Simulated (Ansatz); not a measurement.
# GaSb wire along [111], 26 atoms a period, H-terminated: bands by functional

What gap, if any, does the GaSb wire along [111], 26 atoms a period, H-terminated have, and how does it change with the functional?

Calculated with Ansatz 0.2.0; DFT PBE, plane waves, PAW; relaxation of a wire's period; PAW set soft_1, in the first sound run; inputs show where later runs differ.

**1. Set-up**

The cell holds 56 atoms: 13 Ga, 13 Sb and 30 H. Its edges and angles: a = 18.440 Å, b = 17.545 Å, c = 10.756 Å, α = 90.0°, β = 90.0°, γ = 90.0°. Vacuum lies along a and b. The structure's axis is c.

**2. The relaxed wire**

Band widths follow the bond lengths, so the wire is relaxed first. The atoms and the third cell vector are free; the box across stays fixed as vacuum. A Fermi-Dirac smearing is set since the result may be a metal. The pressure printed is a third of the stress's trace over the whole box, vacuum included; only the stress along the axis is relaxed.

Contents of input.yaml:

```yaml
crystal:
  lattice:
    - [18.44, 0.0, 0.0]
    - [0.0, 17.545, 0.0]
    - [0.0, 0.0, 10.756035515]
  atoms:
    - { symbol: Ga, position: [0.380934684, 0.278691267, 0.0] }
    - { symbol: Ga, position: [0.500000115, 0.49543865, 0.0] }
    - { symbol: Ga, position: [0.619065547, 0.278691267, 0.0] }
    - { symbol: Ga, position: [0.738130978, 0.49543865, 0.0] }
    - { symbol: Sb, position: [0.261869253, 0.49543865, 0.25] }
    - { symbol: Sb, position: [0.380934684, 0.278691267, 0.25] }
    - { symbol: Sb, position: [0.380934684, 0.712186032, 0.25] }
    - { symbol: Sb, position: [0.500000115, 0.49543865, 0.25] }
    - { symbol: Sb, position: [0.619065547, 0.278691267, 0.25] }
    - { symbol: Sb, position: [0.619065547, 0.712186032, 0.25] }
    - { symbol: Sb, position: [0.738130978, 0.49543865, 0.25] }
    - { symbol: H, position: [0.184381779, 0.448419105, 0.304233117] }
    - { symbol: H, position: [0.261869253, 0.589477739, 0.304233117] }
    - { symbol: H, position: [0.30344721, 0.231671723, 0.304233117] }
    - { symbol: H, position: [0.30344721, 0.665166488, 0.304233117] }
    - { symbol: H, position: [0.380934684, 0.806225122, 0.304233117] }
    - { symbol: H, position: [0.458422158, 0.231671723, 0.304233117] }
    - { symbol: H, position: [0.541578073, 0.231671723, 0.304233117] }
    - { symbol: H, position: [0.619065547, 0.806225122, 0.304233117] }
    - { symbol: H, position: [0.696553021, 0.231671723, 0.304233117] }
    - { symbol: H, position: [0.696553021, 0.665166488, 0.304233117] }
    - { symbol: H, position: [0.738130978, 0.589477739, 0.304233117] }
    - { symbol: H, position: [0.815618452, 0.448419105, 0.304233117] }
    - { symbol: Ga, position: [0.380934684, 0.423189522, 0.333333333] }
    - { symbol: Ga, position: [0.500000115, 0.639936905, 0.333333333] }
    - { symbol: Ga, position: [0.619065547, 0.423189522, 0.333333333] }
    - { symbol: Sb, position: [0.380934684, 0.423189522, 0.583333333] }
    - { symbol: Sb, position: [0.500000115, 0.639936905, 0.583333333] }
    - { symbol: Sb, position: [0.619065547, 0.423189522, 0.583333333] }
    - { symbol: H, position: [0.310974565, 0.610139709, 0.61770191] }
    - { symbol: H, position: [0.500000115, 0.266036531, 0.61770191] }
    - { symbol: H, position: [0.689025666, 0.610139709, 0.61770191] }
    - { symbol: H, position: [0.30344721, 0.376169978, 0.63756645] }
    - { symbol: H, position: [0.500000115, 0.733975994, 0.63756645] }
    - { symbol: H, position: [0.696553021, 0.376169978, 0.63756645] }
    - { symbol: Ga, position: [0.380934684, 0.567687777, 0.666666667] }
    - { symbol: Ga, position: [0.500000115, 0.350940395, 0.666666667] }
    - { symbol: Ga, position: [0.619065547, 0.567687777, 0.666666667] }
    - { symbol: Sb, position: [0.380934684, 0.567687777, 0.916666667] }
    - { symbol: Sb, position: [0.500000115, 0.350940395, 0.916666667] }
    - { symbol: Sb, position: [0.619065547, 0.567687777, 0.916666667] }
    - { symbol: H, position: [0.191909133, 0.537890582, 0.951035243] }
    - { symbol: H, position: [0.261869253, 0.410534786, 0.951035243] }
    - { symbol: H, position: [0.310974565, 0.321143199, 0.951035243] }
    - { symbol: H, position: [0.310974565, 0.754637964, 0.951035243] }
    - { symbol: H, position: [0.380934684, 0.193787404, 0.951035243] }
    - { symbol: H, position: [0.450894803, 0.754637964, 0.951035243] }
    - { symbol: H, position: [0.549105428, 0.754637964, 0.951035243] }
    - { symbol: H, position: [0.619065547, 0.193787404, 0.951035243] }
    - { symbol: H, position: [0.689025666, 0.321143199, 0.951035243] }
    - { symbol: H, position: [0.689025666, 0.754637964, 0.951035243] }
    - { symbol: H, position: [0.738130978, 0.410534786, 0.951035243] }
    - { symbol: H, position: [0.808091097, 0.537890582, 0.951035243] }
    - { symbol: Ga, position: [0.261869253, 0.49543865, 0.0] }
    - { symbol: Ga, position: [0.380934684, 0.712186032, 0.0] }
    - { symbol: Ga, position: [0.619065547, 0.712186032, 0.0] }
kpoints:
  mp_grid: { grid: [1, 1, 8] }
scf:
  occupations: { method: fermi_dirac, width: 0.05 }
hamiltonian:
  xc: pbe
  pseudopotentials: { kind: paw, azcp: { folder: soft_1 } }
relax:
  cell: { fix: [a, b, alpha, beta, gamma] }
  max_steps: 45
  f_tol: 0.03
```

Run with:

```bash
$ ansatz run input.yaml --threads 4 --pin off --max-ram 16384MiB --backend cpu --events-out ev --progress --plain --runs-dir out
```

Numbers of over 12 decimals in the logs are rounded to 6 here.

What it wrote:

```text
Engine: ansatz 0.2.0, aarch64-unknown-linux-gnu
Pseudopotentials: kind: paw
Pseudopotential: Ga, paw, valence charge 13, recommended cutoff 420 eV (normal), soft_1/Ga.paw.azcp
Pseudopotential: Sb, paw, valence charge 15, recommended cutoff 420 eV (normal), soft_1/Sb.paw.azcp
Pseudopotential: H, paw, valence charge 1, recommended cutoff 420 eV (normal), soft_1/H.paw.azcp
Functional definition: PBE
  parameter kappa = 0.804
  parameter beta = 0.066725
  exchange = pbe_x(kappa = kappa, mu = beta*pi^2/3)
  correlation = pbe_c(beta = beta)
Crystal: 56 atoms, lattice volume = 3479.898 Å³
Basis set: ecut = 420 eV, 68053 PW (Γ), exchange–correlation on 250×240×144 points (8 copies of the dense FFT grid, shifted against one another)
Bands: 253, of which v1, the nominal top of the filled ones, is band 197 counted from 1 (196 counted from 0)
Symmetry: 2 space group operations
Space group: Pm (ITA 6), of the structure as read, at distance tolerance 1.5e-4 Å
k-points: 5 of 8 (time reversal used)
Non-local potential: Ga, projectors of the file, l = 0: 2, l = 1: 2, l = 2: 3, l = 3: 1
Non-local potential: Sb, projectors of the file, l = 0: 2, l = 1: 2, l = 2: 2, l = 3: 1
Non-local potential: H, projectors of the file, l = 0: 2, l = 1: 1
PAW form: soft (Blöchl's): semilocal exchange-correlation on the pseudo side does not see the compensation charge
PAW one-centre angular grid: Ga, 590 points (default); XC on 64 Gauss nodes
PAW one-centre angular grid: Sb, 590 points (default); XC on 64 Gauss nodes
PAW one-centre angular grid: H, 110 points (default); XC on 64 Gauss nodes
Initial density: superposition of atomic densities (neutral atoms: chi_scale 0, normalization atom)
Initial wavefunctions: pseudopotential atomic-orbital guess
Functional: x = pbe(κ = 0.804, μ = 0.219515), c = pbe(β = 0.066725)
SCF iter   1: F=—  HF=-133954.308093 eV  |F-HF|=—  |Δ(HF+E_count)|=         —  Δρ=2.90e-2  dr2=3.27e1  ethr=3.10e-3  ⟨swp⟩=7.0  Hψ=4557  notcnv=0  defer=113
preconditioner: auto → Resta (q_TF=auto, 1.898 Å⁻¹)  ε∞=1.6  [insulator: Δε(μ)=1.821 eV  Ē_g=13.257 eV  σ=0.050 eV  W_gap=1.00  n_scr=410 (ndim 8)  ℏωp=10.2 eV  f_vac=0.632  D(μ)=0.00/eV (n_scr^D=0)  ε∞_Penn≈1.6  vacuum switching on, ρ_ref=1.3e-2 e/Å³]
SCF iter   2: F=—  HF=-133945.428111 eV  |F-HF|=—  |Δ(HF+E_count)|=    8.88e0  Δρ=1.15e-2  dr2=5.34e0  ethr=3.10e-3  ⟨swp⟩=3.2  Hψ=1651  notcnv=0  defer=237
SCF iter   3: F=—  HF=-133944.651182 eV  |F-HF|=—  |Δ(HF+E_count)|=   7.77e-1  Δρ=4.41e-3  dr2=2.16e0  ethr=1.36e-3  ⟨swp⟩=4.0  Hψ=2572  notcnv=0  defer=237
SCF iter   4: F=—  HF=-133944.237382 eV  |F-HF|=—  |Δ(HF+E_count)|=   4.14e-1  Δρ=1.49e-3  dr2=1.28e-1  ethr=5.47e-4  ⟨swp⟩=5.0  Hψ=1842  notcnv=0  defer=237
SCF iter   5: F=—  HF=-133944.231075 eV  |F-HF|=—  |Δ(HF+E_count)|=   6.31e-3  Δρ=5.90e-4  dr2=1.41e-2  ethr=3.25e-5  ⟨swp⟩=3.0  Hψ=1689  notcnv=0  defer=237
SCF iter   6: F=—  HF=-133944.232125 eV  |F-HF|=—  |Δ(HF+E_count)|=   1.05e-3  Δρ=2.42e-4  dr2=2.16e-3  ethr=3.57e-6  ⟨swp⟩=2.0  Hψ=1613  notcnv=0  defer=237
SCF iter   7: F=—  HF=-133944.232801 eV  |F-HF|=—  |Δ(HF+E_count)|=   6.75e-4  Δρ=7.82e-5  dr2=2.97e-4  ethr=5.48e-7  ⟨swp⟩=2.0  Hψ=1688  notcnv=0  defer=237
SCF iter   8: F=—  HF=-133944.232909 eV  |F-HF|=—  |Δ(HF+E_count)|=   1.08e-4  Δρ=2.11e-5  dr2=2.26e-5  ethr=7.53e-8  ⟨swp⟩=2.0  Hψ=1688  notcnv=0  defer=237
SCF iter   9: F=—  HF=-133944.232759 eV  |F-HF|=—  |Δ(HF+E_count)|=   1.50e-4  Δρ=9.88e-6  dr2=3.88e-6  ethr=5.73e-9  ⟨swp⟩=2.0  Hψ=1850  notcnv=0  defer=237
SCF iter  10: F=—  HF=-133944.232763 eV  |F-HF|=—  |Δ(HF+E_count)|=   3.97e-6  Δρ=3.79e-6  dr2=9.58e-7  ethr=9.84e-10  ⟨swp⟩=2.0  Hψ=1855  notcnv=0  defer=237
SCF iter  11: F=—  HF=-133944.232764 eV  |F-HF|=—  |Δ(HF+E_count)|=   6.57e-7  Δρ=1.27e-6  dr2=1.69e-7  ethr=2.43e-10  ⟨swp⟩=2.0  Hψ=1853  notcnv=0  defer=237
SCF iter  12: F=-133944.232764 eV  HF=-133944.232764 eV  |F-HF|=4.02e-9  |Δ(HF+E_count)|=   3.32e-8  Δρ=4.29e-7  dr2=1.46e-8  ethr=2.54e-11  ⟨swp⟩=5.0  Hψ=3980  notcnv=0
SCF 1 converged in 12 iterations: F = -133944.232764 eV  dr2 = 1.46e-8
  greatest PAW one-centre occupation: 0.995 electrons in one spin orbital (limit 2), on the Sb atom at site 6 (counted from 0), in its partial waves of l = 2
relax step   1: F+E_penalty+E_count = -133944.23276356 eV  Δ(F+E_penalty+E_count) = +0.000e0 eV  max|allowed force component| = 9.839e-1 eV/Å  Δτ_max = 0.0000 Å  P = -0.179 GPa  Ω = 3479.898 Å³  fix = [a, b, alpha, beta, gamma]  reactions: a -0.214, b -0.213 GPa; alpha -0.000 GPa/rad  (12 SCF iters, dr2 threshold 1.00e-7 eV, accepted)
Crystal: 56 atoms, lattice volume = 3478.883 Å³
Basis set: ecut = 420 eV, 68041 PW (Γ), exchange–correlation on 250×240×144 points (8 copies of the dense FFT grid, shifted against one another)
Initial density: handed on by an earlier stage of this run
Initial wavefunctions: those handed on with the density
iter 1 solved again at ethr=5.78e-4 eV; its pass at ethr=3.10e-3 eV (dr2=2.28e0 eV) is discarded
SCF iter   1: F=—  HF=-133947.004646 eV  |F-HF|=—  |Δ(HF+E_count)|=         —  Δρ=9.03e-3  dr2=2.29e0  ethr=5.78e-4  ⟨swp⟩=4.4  Hψ=5797  notcnv=0
preconditioner: auto → Resta (q_TF=auto, 1.898 Å⁻¹)  ε∞=1.6  [insulator: Δε(μ)=1.751 eV  Ē_g=13.098 eV  σ=0.050 eV  W_gap=1.00  n_scr=410 (ndim 8)  ℏωp=10.2 eV  f_vac=0.667  D(μ)=0.00/eV (n_scr^D=0)  ε∞_Penn≈1.6  vacuum switching on, ρ_ref=1.2e-2 e/Å³]
SCF iter   2: F=—  HF=-133946.524332 eV  |F-HF|=—  |Δ(HF+E_count)|=   4.80e-1  Δρ=4.53e-3  dr2=4.19e-1  ethr=5.78e-4  ⟨swp⟩=7.2  Hψ=2413  notcnv=0
SCF iter   3: F=—  HF=-133946.498483 eV  |F-HF|=—  |Δ(HF+E_count)|=   2.58e-2  Δρ=1.90e-3  dr2=1.04e-1  ethr=1.06e-4  ⟨swp⟩=3.4  Hψ=1998  notcnv=0  defer=240
SCF iter   4: F=—  HF=-133946.493484 eV  |F-HF|=—  |Δ(HF+E_count)|=   5.00e-3  Δρ=4.10e-4  dr2=1.03e-2  ethr=2.64e-5  ⟨swp⟩=3.0  Hψ=1745  notcnv=0  defer=240
SCF iter   5: F=—  HF=-133946.492736 eV  |F-HF|=—  |Δ(HF+E_count)|=   7.48e-4  Δρ=1.15e-4  dr2=6.91e-4  ethr=2.62e-6  ⟨swp⟩=2.0  Hψ=1685  notcnv=0  defer=240
SCF iter   6: F=—  HF=-133946.492514 eV  |F-HF|=—  |Δ(HF+E_count)|=   2.23e-4  Δρ=4.99e-5  dr2=1.36e-4  ethr=1.75e-7  ⟨swp⟩=2.0  Hψ=1925  notcnv=0  defer=240
SCF iter   7: F=—  HF=-133946.492522 eV  |F-HF|=—  |Δ(HF+E_count)|=   8.04e-6  Δρ=1.93e-5  dr2=2.60e-5  ethr=3.44e-8  ⟨swp⟩=2.0  Hψ=1610  notcnv=0  defer=240
SCF iter   8: F=-133946.492523 eV  HF=-133946.492522 eV  |F-HF|=2.76e-7  |Δ(HF+E_count)|=   8.81e-7  Δρ=6.95e-6  dr2=1.66e-6  ethr=1.42e-9  ⟨swp⟩=5.0  Hψ=3949  notcnv=0
SCF 2 converged in 8 iterations: F = -133946.492523 eV  dr2 = 1.66e-6
[...]
Internal energy: -133947.190364 eV  (E = F + TS)
E sigma→0 (E₀):  -133947.190364 eV
Fermi energy:    -1.464504 eV
--- Per-component energies (eV) ---
  E_band       = -6981.546005
  E_kinetic    = 3945.506891
  E_local      = -185110.274169  (includes V_loc(G=0)·N_el)
  E_nonlocal   = 3890.474267
  E_hartree    = 91250.985491
  E_xc         = -2343.445228
  E_vxc        = -2210.385364  (∫ρ·V_xc dr)
  E_paw        = -85000.138787  (= ΣΔE_a)
  E_vpaw       = -9998.809421  (= ΣTr[D̂ρ^β])
  E_aug_tail   = -0.028576  (compensation charges beyond the density's cutoff)
  E_ewald      = 39419.729747
  E_smearing   = -0.000000  (= −TS)
  E_closure    = -0.000000  (closes the sum)
  Σ components = -133947.190364   (vs F -133947.190364, Δ=0.00e0)
--- Forces (eV/Å), atoms counted from 1 ---
  atom   1  Ga    -0.00077401    -0.00781362     0.00604496
  atom   2  Ga     0.00000000     0.00034591    -0.00047690
  atom   3  Ga     0.00077401    -0.00781362     0.00604496
  atom   4  Ga     0.00697777     0.00336450     0.00579371
  atom   5  Sb     0.00644768     0.00192624     0.00680939
  atom   6  Sb     0.00500922     0.00453980     0.00673904
  atom   7  Sb     0.00151134    -0.00647320     0.00679586
  atom   8  Sb    -0.00000000    -0.00016381     0.02867124
  atom   9  Sb    -0.00500922     0.00453980     0.00673904
  atom  10  Sb    -0.00151134    -0.00647320     0.00679586
  atom  11  Sb    -0.00644768     0.00192624     0.00680939
  atom  12  H     -0.00003051    -0.00257064    -0.00251431
  atom  13  H     -0.00131040     0.00535135    -0.00154765
  atom  14  H     -0.00237860     0.00139760    -0.00255507
  atom  15  H     -0.00531294    -0.00166635    -0.00162854
  atom  16  H      0.00233831     0.00131505    -0.00261382
  atom  17  H      0.00411516    -0.00378145    -0.00158498
  atom  18  H     -0.00411516    -0.00378145    -0.00158498
  atom  19  H     -0.00233831     0.00131505    -0.00261382
  atom  20  H      0.00237860     0.00139760    -0.00255507
  atom  21  H      0.00531294    -0.00166635    -0.00162854
  atom  22  H      0.00131040     0.00535135    -0.00154765
  atom  23  H      0.00003051    -0.00257064    -0.00251431
  atom  24  Ga    -0.01907368    -0.01090870    -0.01299638
  atom  25  Ga     0.00000000     0.02207156    -0.01270808
  atom  26  Ga     0.01907368    -0.01090870    -0.01299638
  atom  27  Sb     0.01010754     0.00602376     0.01178578
  atom  28  Sb    -0.00000000    -0.01178033     0.01164337
  atom  29  Sb    -0.01010754     0.00602376     0.01178578
  atom  30  H     -0.00122005     0.00063422    -0.00028106
  atom  31  H      0.00000000    -0.00151010    -0.00032207
  atom  32  H      0.00122005     0.00063422    -0.00028106
  atom  33  H     -0.00002481    -0.00005314    -0.00914821
  atom  34  H      0.00000000    -0.00001373    -0.00906034
  atom  35  H      0.00002481    -0.00005314    -0.00914821
  atom  36  Ga    -0.00889630     0.00520617    -0.01116193
  atom  37  Ga     0.00000000    -0.01026350    -0.01133015
  atom  38  Ga     0.00889630     0.00520617    -0.01116193
  atom  39  Sb     0.01153145    -0.00694766    -0.00503272
  atom  40  Sb     0.00000000     0.01358076    -0.00517082
[...]
atom  45  H     -0.00161335     0.00070185    -0.00105815
  atom  46  H      0.00021955    -0.00189035    -0.00099605
  atom  47  H     -0.00057024    -0.00677123     0.00117682
  atom  48  H      0.00057024    -0.00677123     0.00117682
  atom  49  H     -0.00021955    -0.00189035    -0.00099605
  atom  50  H     -0.00620629     0.00278729     0.00120444
  atom  51  H      0.00161335     0.00070185    -0.00105815
  atom  52  H     -0.00560780     0.00384815     0.00118590
  atom  53  H      0.00149393     0.00090160    -0.00097705
  atom  54  Ga    -0.00697777     0.00336450     0.00579371
  atom  55  Ga    -0.00631053     0.00474528     0.00593653
  atom  56  Ga     0.00631053     0.00474528     0.00593653
  max |Σ_I F_I| component: 7.20e-7 eV/Å
--- Stress (GPa, compression-positive) ---
        0.002815      -0.000000      -0.000000
       -0.000000       0.002487       0.000251
       -0.000000       0.000251       0.003559
  P = ⅓ Tr σ = 0.0030 GPa (0.030 kbar)
--- Relaxed structure (7 steps of the walk, 7 accepted, 1 SCFs on fresh bases) ---
  F+E_penalty+E_count = -133947.19036358 eV   max|allowed force component| = 2.867e-2 eV/Å   (the final SCF, on the basis selected at the relaxed cell)
  cell:  # Å, volume = 3450.3304 Å³
    - [18.44, 0, 0]
    - [0, 17.545, 0]
    - [0, 0, 10.664645]
  atoms:
    - { symbol: Ga, position: [0.383494, 0.261720, -0.019216] }
    - { symbol: Ga, position: [0.5, 0.495433, -0.00840573] }
    - { symbol: Ga, position: [0.616506, 0.261720, -0.019216] }
    - { symbol: Ga, position: [0.750796, 0.506159, -0.019250] }
    - { symbol: Sb, position: [0.264786, 0.486774, 0.236681] }
    - { symbol: Sb, position: [0.375174, 0.285798, 0.236624] }
    - { symbol: Sb, position: [0.389567, 0.713943, 0.236642] }
    - { symbol: Sb, position: [0.5, 0.495497, 0.246691] }
    - { symbol: Sb, position: [0.624826, 0.285798, 0.236624] }
    - { symbol: Sb, position: [0.610433, 0.713943, 0.236642] }
    - { symbol: Sb, position: [0.735214, 0.486774, 0.236681] }
    - { symbol: H, position: [0.195392, 0.435835, 0.303265] }
    - { symbol: H, position: [0.249553, 0.567988, 0.321281] }
    - { symbol: H, position: [0.298533, 0.248021, 0.303179] }
    - { symbol: H, position: [0.315055, 0.687156, 0.321270] }
    - { symbol: H, position: [0.396804, 0.802581, 0.303184] }
    - { symbol: H, position: [0.434500, 0.231324, 0.321192] }
    - { symbol: H, position: [0.565500, 0.231324, 0.321192] }
    - { symbol: H, position: [0.603196, 0.802581, 0.303184] }
    - { symbol: H, position: [0.701467, 0.248021, 0.303179] }
    - { symbol: H, position: [0.684945, 0.687156, 0.321270] }
    - { symbol: H, position: [0.750447, 0.567988, 0.321281] }
    - { symbol: H, position: [0.804608, 0.435835, 0.303265] }
    - { symbol: Ga, position: [0.383433, 0.424785, 0.342109] }
    - { symbol: Ga, position: [0.5, 0.636990, 0.342054] }
    - { symbol: Ga, position: [0.616567, 0.424785, 0.342109] }
    - { symbol: Sb, position: [0.388711, 0.427906, 0.591318] }
    - { symbol: Sb, position: [0.5, 0.630523, 0.591281] }
    - { symbol: Sb, position: [0.611289, 0.427906, 0.591318] }
    - { symbol: H, position: [0.307849, 0.611998, 0.613108] }
    - { symbol: H, position: [0.5, 0.262220, 0.613101] }
    - { symbol: H, position: [0.692151, 0.611998, 0.613108] }
    - { symbol: H, position: [0.311310, 0.380925, 0.635426] }
    - { symbol: H, position: [0.5, 0.724439, 0.635497] }
    - { symbol: H, position: [0.688690, 0.380925, 0.635426] }
    - { symbol: Ga, position: [0.374318, 0.571722, 0.676788] }
    - { symbol: Ga, position: [0.5, 0.342879, 0.676736] }
    - { symbol: Ga, position: [0.625682, 0.571722, 0.676788] }
    - { symbol: Sb, position: [0.377945, 0.569492, 0.925633] }
    - { symbol: Sb, position: [0.5, 0.347292, 0.925593] }
    - { symbol: Sb, position: [0.622055, 0.569492, 0.925633] }
    - { symbol: H, position: [0.189555, 0.568916, 0.969408] }
    - { symbol: H, position: [0.242290, 0.421728, 0.936731] }
    - { symbol: H, position: [0.310465, 0.297490, 0.936449] }
    - { symbol: H, position: [0.284160, 0.741173, 0.969454] }
    - { symbol: H, position: [0.405448, 0.176041, 0.969689] }
    - { symbol: H, position: [0.431824, 0.766805, 0.936528] }
    - { symbol: H, position: [0.568176, 0.766805, 0.936528] }
    - { symbol: H, position: [0.594552, 0.176041, 0.969689] }
    - { symbol: H, position: [0.689535, 0.297490, 0.936449] }
    - { symbol: H, position: [0.715840, 0.741173, 0.969454] }
    - { symbol: H, position: [0.757710, 0.421728, 0.936731] }
    - { symbol: H, position: [0.810445, 0.568916, 0.969408] }
    - { symbol: Ga, position: [0.249204, 0.506159, -0.019250] }
    - { symbol: Ga, position: [0.365727, 0.718365, -0.019256] }
    - { symbol: Ga, position: [0.634273, 0.718365, -0.019256] }
[key lines of the parts left out:]
SCF converged after 6 iterations
Free energy (F): -133947.190364 eV
```

The job ended after 20 min (4 threads of Arm Neoverse V1, shared host; peak memory 11 GiB).

Relaxation path:

```tsv
step	energy less that of the first step (eV)	largest force component (eV/Å)	pressure (GPa)	volume (Å³)
1	0.0000	0.9839	-0.18	3479.90
2	-2.2598	0.6653	-0.06	3478.88
3	-2.7124	0.1868	-0.03	3460.79
4	-2.8965	0.0813	-0.04	3450.82
5	-2.9414	0.1374	-0.05	3442.35
6	-2.9563	0.0439	-0.01	3448.98
7	-2.9609	0.0287	0.00	3450.33
8*	-2.9576	0.0287	0.00	3450.33
```

Relaxation steps marked * repeat the geometry before them on a plane-wave basis chosen anew for their cell, so energy and pressure can jump there.

The run keeps the 2 symmetry operations that it works with, so distortions that break them were not tested.

```tsv
cell as run	before	after	change
c (Å)	10.756	10.665	-0.8 %
```

The atoms that moved most (Å, along periodic axes as changes of fractional coordinates times the final cell, across vacuum about the mean position):

```tsv
atom	dx	dy	dz	length
H49	-0.452	-0.311	0.199	0.584
H46	0.452	-0.311	0.199	0.584
H45	-0.494	-0.236	0.196	0.582
H51	0.494	-0.236	0.196	0.582
H53	0.043	0.544	0.196	0.580
H42	-0.043	0.544	0.196	0.580
H21	-0.214	0.386	0.182	0.477
H15	0.214	0.386	0.182	0.477
```

This step gave:

```
cell length along the wire : 10.66 Å
```

The cell's length comes to 10.665 Å with spin left out.

(Part 1 of 2 ends here.)

[Logs are printed without paths, hosts, clocks, repeated set-up lines and the standing remarks that a program may print on its own settings, such as how far it seeks lower states.]

[Hosts, paths, dates, database ids (printed as entryN), source tags and the programs' standing remarks are cut or masked in the printed files.]
